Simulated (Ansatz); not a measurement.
**Twisted Janus MoSSe bilayer, 21.79° (42 atoms) in motion**

Aim: follow twisted Janus MoSSe bilayer, 21.79° (42 atoms) for a short time with forces from DFT, then look at structure and electrons in the last frame.

Program: Ansatz 0.2.0. Level of theory: Kohn-Sham DFT, r2SCAN+D3(BJ), PAW (set soft_2), plane waves. Results are calculated unless marked as measured.

**1. Starting point**

The cell holds 42 atoms: 14 Mo, 14 S and 14 Se. Its edges and angles: a = 8.519 Å, b = 8.519 Å, c = 21.660 Å, α = 90.0°, β = 90.0°, γ = 120.0°. It derives from MoSeS (Janus MoSSe). Janus MoSSe (a = 3.22 Å) under Janus MoSSe (a = 3.22 Å), bilayer, commensurate cell of 7 unit cells a layer, twist 21.79 deg; facing planes 3.2 Å apart; 12 Å of vacuum; layers as built, displaced by a Gaussian of 0.01 Å. Regions: layer 1, 21 atoms (7 Mo, 7 S and 7 Se); layer 2, 21 atoms (7 Mo, 7 S and 7 Se). Vacuum lies along c.

Limits known from the start: Only the Γ point is sampled, in a cell whose shortest periodic width is 7 Å.

**2. Dynamics started at 400 K**

A Nosé–Hoover thermostat steers the temperature while disturbing the dynamics little. The time step is 2.0 fs.

File input.yaml:

```yaml
crystal:
  lattice:
    - [8.5193, 0.0, 0.0]
    - [-4.25965, 7.37793, 0.0]
    - [0.0, 0.0, 21.66]
  atoms:
    - { symbol: Mo, position: [0.19102, 0.23751, 0.35627] }
    - { symbol: S, position: [0.23687, 0.04853, 0.42618] }
    - { symbol: Se, position: [0.23468, 0.04771, 0.27741] }
    - { symbol: Mo, position: [0.33205, 0.66574, 0.35555] }
    [... 32 atom lines left out ...]
    - { symbol: Mo, position: [0.53373, 0.70749, 0.65308] }
    - { symbol: S, position: [0.48699, 0.46791, 0.72213] }
    - { symbol: Se, position: [0.48801, 0.46915, 0.5746] }
    - { symbol: Mo, position: [0.67771, 0.42118, 0.65252] }
    - { symbol: S, position: [0.62974, 0.18208, 0.72315] }
    - { symbol: Se, position: [0.63101, 0.18551, 0.57447] }
kpoints:
  mp_grid: { grid: [1, 1, 1] }
hamiltonian:
  xc: r2scan
  dispersion: d3bj
scf:
  occupations: { method: gaussian, width: 0.05 }
output:
  forces: true
md:
  timestep: 2.0
  n_steps: 91
  ensemble: nvt_nose_hoover
  temperature: 400
  initial_velocities: maxwell_boltzmann
  seed: 9590
```

Started as:

```console
$ ansatz run input.yaml --threads 4 --pin off --max-ram 8192MiB --backend cpu --events-out ev --progress --plain --runs-dir out
```

Run time: 40 min. Hardware: 4 threads of Arm Neoverse V2, shared host; peak memory 3.9 GiB.

The program notes that it switched symmetry off. Further notices: dispersion damping borrowed.

Rows from the run:

```csv
time (fs),T (K),potential (meV/atom),conserved (meV/atom)
0.0,400,0.0,0.00
12.0,281,15.2,0.06
24.0,132,34.2,0.11
36.0,157,31.5,0.07
48.0,226,23.9,0.04
60.0,186,30.5,0.07
72.0,157,35.5,0.11
84.0,249,25.5,0.05
98.0,274,24.4,0.07
110.0,243,29.8,0.11
122.0,310,22.6,0.09
134.0,405,12.3,0.05
146.0,348,21.0,0.06
158.0,198,41.1,0.13
170.0,215,39.8,0.12
182.0,344,25.3,0.04
```

Mean square displacement from the first frame to the last: Mo 0.020 Å², S 0.019 Å², Se 0.026 Å².

Table of mean square displacement by time lag:

```csv
time lag (fs),Mo (Å²),S (Å²),Se (Å²)
2.0,2.7e-5,7.3e-5,3.1e-5
4.0,1.1e-4,2.9e-4,1.2e-4
8.0,4.2e-4,0.00113,4.8e-4
12.0,9.2e-4,0.00243,0.00107
16.0,0.00159,0.00412,0.00187
20.0,0.00239,0.00608,0.00286
24.0,0.00330,0.00822,0.00403
28.0,0.00429,0.0104,0.00535
32.0,0.00533,0.0126,0.00679
34.0,0.00586,0.0137,0.00755
38.0,0.00692,0.0156,0.00912
42.0,0.00796,0.0173,0.0108
46.0,0.00896,0.0187,0.0124
50.0,0.00988,0.0196,0.0141
54.0,0.0107,0.0202,0.0157
58.0,0.0115,0.0203,0.0172
62.0,0.0121,0.0200,0.0187
64.0,0.0124,0.0197,0.0194
68.0,0.0130,0.0190,0.0207
72.0,0.0135,0.0182,0.0219
76.0,0.0140,0.0173,0.0229
80.0,0.0145,0.0166,0.0237
84.0,0.0150,0.0162,0.0244
88.0,0.0155,0.0161,0.0250
92.0,0.0161,0.0163,0.0254
```

Over the second half of 182 fs the temperature averages 288 K with swings of 67 K r.m.s. The conserved energy stays within 0.14 meV/atom. From first frame to last Se has the largest mean square displacement, 0.026 Å² at the end; the farthest move is 0.27 Å. The mean temperature of 288 K lies well off the 400 K of the input, so the thermostat hasn't yet brought the run to equilibrium. The run spans 0.18 ps, too short for its means to be equilibrium values.

**3. Distances and neighbours late in the run**

The g(r) is a mean over the second half; what follows it is taken at the last frame.

Mean of 17 frames; normalised to the volume that the atoms fill. g(r), total and by pair (bins of 0.2 Å):

```csv
r (Å),total,Mo-Mo,Mo-S,Mo-Se,S-S,S-Se,Se-Se
2.20,0.02,0.00,0.09,0.00,0.00,0.00,0.00
2.40,3.09,0.00,10.53,3.38,0.00,0.00,0.00
2.60,1.52,0.00,0.29,6.55,0.00,0.00,0.00
2.80,0.00,0.00,0.00,0.00,0.00,0.00,0.00
3.00,0.13,0.30,0.00,0.00,0.37,0.00,0.49
3.20,3.96,11.02,0.00,0.00,10.45,1.90,10.30
3.40,0.55,0.87,0.00,0.00,1.38,0.66,1.39
3.60,0.10,0.00,0.00,0.00,0.00,0.43,0.00
3.80,0.15,0.00,0.19,0.04,0.00,0.45,0.00
4.00,1.28,0.00,3.25,2.15,0.00,0.35,0.00
4.20,0.52,0.00,0.48,1.60,0.00,0.26,0.00
4.40,0.31,0.00,0.00,0.00,0.00,1.38,0.00
4.60,1.16,0.00,0.00,0.00,0.00,5.22,0.00
4.80,0.15,0.00,0.00,0.20,0.00,0.49,0.00
5.00,0.44,0.00,1.26,0.51,0.00,0.19,0.00
5.20,1.89,0.00,3.91,4.27,0.00,0.33,0.00
5.40,0.45,0.38,0.33,0.71,0.52,0.30,0.49
5.60,1.38,3.61,0.32,0.29,3.42,0.37,3.43
5.80,0.17,0.07,0.23,0.20,0.13,0.15,0.15
6.00,0.17,0.00,0.20,0.31,0.00,0.26,0.00
6.20,0.23,0.06,0.29,0.23,0.11,0.37,0.11
6.40,1.48,2.48,0.23,0.20,2.37,2.55,2.45
6.60,0.60,1.00,0.18,0.19,1.04,0.81,0.97
6.80,0.93,0.43,1.94,1.33,0.46,0.18,0.52
7.00,0.86,0.42,1.22,1.72,0.37,0.38,0.30
7.20,0.73,0.35,0.16,0.29,0.39,2.27,0.41
7.40,0.33,0.39,0.24,0.13,0.47,0.45,0.43
7.60,0.71,0.42,1.21,1.24,0.32,0.17,0.37
```

Bonds by pair of elements; cutoffs follow the first minimum of g(r), held within bounds set by covalent radii, and pairs that aren't listed don't count as bonded:

```csv
pair A-B,cutoff (Å),bonds,mean length (Å),spread (Å),shortest (Å),B about A,A about B
Mo-S,3.03,42,2.41,0.033,2.34,3,3
Mo-Se,3.21,42,2.52,0.044,2.43,3,3
```

How many atoms have how many bonded neighbours:

```csv
element,mean,3,6
Mo,6,0,14
S,3,14,0
Se,3,14,0
```

Bond angles (no mean is given where the spread exceeds 20°):

```csv
angle,count,mean (°),spread (°)
S-Mo-Se,126,-,-
S-Mo-S,42,83.9,2.6
Se-Mo-Se,42,79.7,2.5
Mo-Se-Mo,42,79.7,2
Mo-S-Mo,42,83.9,2.2
```

First main peaks of g(r), for some of the pairs, lie near 3.22 Å (Mo-Mo), 2.41 Å (Mo-S), 2.52 Å (Mo-Se), 3.22 Å (S-S) and 3.21 Å (Se-Se). With the cutoffs above, all Mo atoms have 6, all S atoms have 3 and all Se atoms have 3 bonded neighbours.

**4. Single point at the last frame**

The last frame is solved once more, with the analyses that the dynamics left out.

File input.yaml:

```yaml
crystal:
  lattice:
    - [8.5193, 0.0, 0.0]
    - [-4.25965, 7.37793, 0.0]
    - [0.0, 0.0, 21.66]
  atoms:
    - { symbol: Mo, position: [0.18844, 0.24166, 0.34889] }
    - { symbol: S, position: [0.24178, 0.06124, 0.42496] }
    - { symbol: Se, position: [0.24381, 0.04472, 0.27996] }
    - { symbol: Mo, position: [0.33172, 0.68474, 0.35157] }
    [... 32 atom lines left out ...]
    - { symbol: Mo, position: [0.52607, 0.70199, 0.65498] }
    - { symbol: S, position: [0.50063, 0.46965, 0.72519] }
    - { symbol: Se, position: [0.49647, 0.46787, 0.57553] }
    - { symbol: Mo, position: [0.68045, 0.41889, 0.65538] }
    - { symbol: S, position: [0.63325, 0.1824, 0.72204] }
    - { symbol: Se, position: [0.62274, 0.17029, 0.57706] }
kpoints:
  mp_grid: { grid: [1, 1, 1] }
hamiltonian:
  xc: r2scan
  dispersion: d3bj
scf:
  occupations: { method: gaussian, width: 0.05 }
output:
  forces: true
  populations: intrinsic
  dos:
    method: { smearing: { sigma: 0.1 } }
    de: 0.1
    projected:
      site_lists:
        Mo: [Mo]
        S: [S]
        Se: [Se]
        layer_1: [0, 1, 2, 3, 4, 5, 6, 7, 8, 9, 10, 11, 12, 13, 14, 15, 16, 17, 18, 19, 20]
        layer_2: [21, 22, 23, 24, 25, 26, 27, 28, 29, 30, 31, 32, 33, 34, 35, 36, 37, 38, 39, 40, 41]
  eigenvalues: true
  write_density: true
  write_potential: true
  volumetric_format: npy
```

Wall time 57 s (4 threads); peak memory 3.7 GiB.

The program notes that the exchange-correlation potential is rough where the density is thin.

Numbers from this run:

* free energy: -158964.3620 eV
* free energy per atom: -3784.8658 eV/atom
* SCF cycles: 13
* r.m.s. force component: 0.4638 eV/Å
* longest force: 1.256 eV/Å
* Fermi energy: 5.073 eV
* gap (highest filled to lowest empty level): 1.29 eV

Length of the force by element:

```csv
element,coordination,atoms,mean length of the force (eV/Å),spread,least,most
Mo,all,14,0.880,0.247,0.342,1.26
S,all,14,0.637,0.239,0.299,1.20
Se,all,14,0.755,0.258,0.266,1.15
```

Intrinsic-atomic-orbital charges by element:

```csv
element,coordination,atoms,mean charge (e),spread,least,most
Mo,all,14,0.242,0.0111,0.228,0.261
S,all,14,-0.145,0.0151,-0.171,-0.119
Se,all,14,-0.0971,0.0272,-0.145,-0.0523
```

By region:

```csv
region,atoms,mean length of the force (eV/Å),net charge (e)
layer 1,21,0.742,-0.01
layer 2,21,0.773,0.01
```

Density of states as counts of states in windows of 1 eV (from the Fermi level), total and the larger projections:

```csv
from (eV),to (eV),total,layer 1,layer 2,Mo d,S p,Se p,S s
-14,-13,19.7,2.7,17.0,2.5,0.3,0.3,10.0
-13,-8,0.0,0.0,0.0,0.0,0.0,0.0,0.0
-8,-7,2.0,1.8,0.2,0.6,0.6,0.6,0.1
-7,-6,27.3,14.9,12.1,8.6,7.9,8.7,0.2
-6,-5,34.7,20.3,14.1,9.0,11.7,11.2,0.7
-5,-4,31.9,13.0,18.5,9.3,11.3,8.5,0.9
-4,-3,31.6,19.0,12.1,11.0,10.2,9.1,0.2
-3,-2,39.7,17.0,22.1,11.2,12.0,14.6,0.4
-2,-1,26.9,10.6,16.0,16.7,4.8,4.5,0.1
-1,0,2.0,0.3,1.6,1.2,0.5,0.2,0.0
0,1,12.0,10.5,1.1,7.4,1.5,2.3,0.0
1,2,43.3,21.7,20.5,28.8,6.1,5.9,0.3
2,3,32.8,10.7,20.8,15.5,7.3,7.8,0.5
```

Between -26 and -14 eV lie 36 more states.

The stored curve holds about 252 of the 504 electrons; the rest, give or take the few that broadening carries across the Fermi level, lie in deeper levels below its range.

The levels nearest the highest filled one (over half full), pooled over k-points and spins:

```csv
level less the highest filled one (eV),occupation
-0.768,2
-0.705,2
-0.614,2
-0.606,2
-0.580,2
0,2
1.29,0
1.32,0
1.34,0
1.42,0
1.46,0
1.48,0
```

Planar average of the electrostatic potential energy along the normal, with the Fermi level as zero, after a running mean with a triangular window 4 Å wide at its base:

```csv
height (Å),potential energy (eV)
0.0,4.82
0.7,4.73
1.2,4.65
1.9,4.56
2.4,4.47
3.1,4.23
3.7,3.60
4.3,1.97
4.9,-0.03
5.6,-3.33
6.1,-6.29
6.8,-9.45
7.4,-11.50
8.0,-11.37
8.7,-9.04
9.2,-6.17
9.9,-2.12
10.4,-0.11
11.1,0.34
11.6,-0.87
12.3,-4.02
12.9,-6.84
13.5,-9.71
14.1,-11.07
14.8,-10.30
15.4,-7.46
16.0,-4.20
16.7,0.04
17.2,2.50
17.9,4.42
18.4,5.05
19.1,5.14
19.6,5.09
20.3,5.00
20.8,4.93
21.5,4.84
```

Mean intrinsic-atomic-orbital charges: Mo +0.24, S -0.15, Se -0.10 e. Charges this small depend on the projection, at times even in sign. The largest share in the top eV of filled states is Mo d (63 % of the projected weight), and in the lowest eV of empty states Mo d (68 % of the projected weight). The potential slopes across the vacuum by 0.13 eV/Å: the slab bears a dipole, and with periodic images along the normal there is no flat vacuum level to read.

**5. Outcome**

```
mean temperature, second half                                : 288.4 K
temperature swing, second half                               : 66.91 K
slope of the conserved energy against time, by least squares : 0.2079 meV/atom/ps
free energy per atom                                         : -3784.8658 eV/atom
r.m.s. force component                                       : 0.4638 eV/Å
gap (highest filled to lowest empty level)             : 1.29 eV
wall time of the 2 DFT runs                                  : 41 min
```

What this shows: Over the second half of 182 fs the temperature averages 288 K with swings of 67 K r.m.s. The conserved energy stays within 0.14 meV/atom. The mean temperature of 288 K lies well off the 400 K of the input, so the thermostat hasn't yet brought the run to equilibrium. The run spans 0.18 ps, too short for its means to be equilibrium values. With the cutoffs above, all Mo atoms have 6, all S atoms have 3 and all Se atoms have 3 bonded neighbours. Between filled and empty levels lie 1.29 eV at Γ alone; the mesh holds the band edges only if they fold onto it, so the gap at this level can be narrower or closed, while semilocal functionals tend to narrow gaps against experiment.

What to keep in mind: The slab bears a dipole and has periodic images along its normal, so a spurious field crosses the vacuum.

[Logs are printed without paths, hosts, clocks, repeated set-up lines and the standing remarks that a program may print on its own settings, such as how far it seeks lower states.]

[Hosts, paths, dates, database ids (printed as entryN), source tags and the programs' standing remarks are cut or masked in the printed files.]
